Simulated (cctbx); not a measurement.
# What is wrong with this refinement?

Cell a = 5.5630 Å, b = 5.5630 Å, c = 9.0140 Å, α = 90.00°, β = 90.00°, γ = 120.00°; space group P6_3/mmc (no. 194).

Simulated single-crystal data (cctbx): Mo Kα, λ = 0.71073 Å, to d = 0.77 Å, 70 % of the full sphere, strongest reflection 5000 counts, noise from counting, a 1.5 % proportional error and a noise floor of 15 counts (s.d.); no absorption.

An anisotropic refinement with weights 1/σ² prints:

```text
Rint 0.048, 131 unique reflections to 0.77 A
cycle     R1     wR2    GooF  max shift (A)
   1  0.1373  0.2015   9.681   0.00323
   2  0.0548  0.0944   4.535   0.00003
final R1 0.0551 wR2 0.0944 GooF 4.534  parameters 9  data/parameter 14.6
atom        x        y        z      Ueq    occ   su(xyz)  su(Uiso or U11)
Bi1    0.66667  0.33333  0.55751   0.0140  1.000  0.00024  0.0006
Mo1    0.83500  0.16500  0.25000   0.0184  1.000  0.00062  0.0014
Nd1    0.00000  0.00000  0.50000   0.0531  1.000  0.00000  0.0032
difference map: max 2.42 min -9.16 rms 1.11
Q1    0.2909  0.5817  0.0082   12    2.52  0.60 A from Bi1
Q2    0.1162  0.2324  0.7500    6    2.50  0.47 A from Mo1
Q3    0.0698  0.5349  0.7500    6    2.34  1.48 A from Mo1
Q4    0.1050  0.2100  0.0418   12    1.97  1.08 A from Nd1
Q5    0.0000  0.0000  0.0000    2    1.93  0.00 A from Nd1
Q6    0.1177  0.2355  0.1566   12    1.83  1.65 A from Mo1
```

**Question.** Can this result stand? If not, what is the likely fault?

Mend it. The fault: wrong element: Nd1 is Mo. Against the right model at the same level, R1 goes from 0.0145 to 0.0551 and GooF from 0.95 to 4.53, U of Nd1 swells from 0.0238 to 0.0531 Å² and a hole of -9.2 e/Å³ opens. Nd1 has 18 electrons too many and its U swells to shed them, as expected.

The compound is BiMo2. The right model at the same level gives:

```text
Rint 0.048, 131 unique reflections to 0.77 A
cycle     R1     wR2    GooF  max shift (A)
   1  0.0298  0.0459   2.206   0.00137
   2  0.0145  0.0198   0.950   0.00000
final R1 0.0145 wR2 0.0198 GooF 0.950  parameters 9  data/parameter 14.6
atom        x        y        z      Ueq    occ   su(xyz)  su(Uiso or U11)
Bi1    0.66667  0.33333  0.55756   0.0163  1.000  0.00005  0.0001
Mo1    0.83453  0.16547  0.25000   0.0205  1.000  0.00013  0.0003
Mo2    0.00000  0.00000  0.50000   0.0238  1.000  0.00000  0.0006
difference map: max 2.21 min -1.80 rms 0.46
Q1    0.0669  0.5335  0.7500    6    2.21  1.48 A from Mo1
Q2    0.1156  0.2312  0.7500    6    1.94  0.48 A from Mo1
Q3    0.2099  0.4197  0.2500    6    1.93  1.85 A from Mo1
Q4    0.3333  0.6667  0.2500    2    1.30  1.73 A from Bi1
Q5    0.0000  0.0000  0.1504    4    1.29  1.36 A from Mo2
Q6    0.1929  0.5964  0.1408   12    1.28  1.01 A from Bi1
```

The model is made up (kin elements in a known structure type, no relaxation), so it says nothing on whether the phase exists.

[Middle refinement cycles are left out of these outputs.]

[Logs are printed without paths, hosts, clocks, repeated set-up lines and the standing remarks that a program may print on its own settings, such as how far it seeks lower states.]
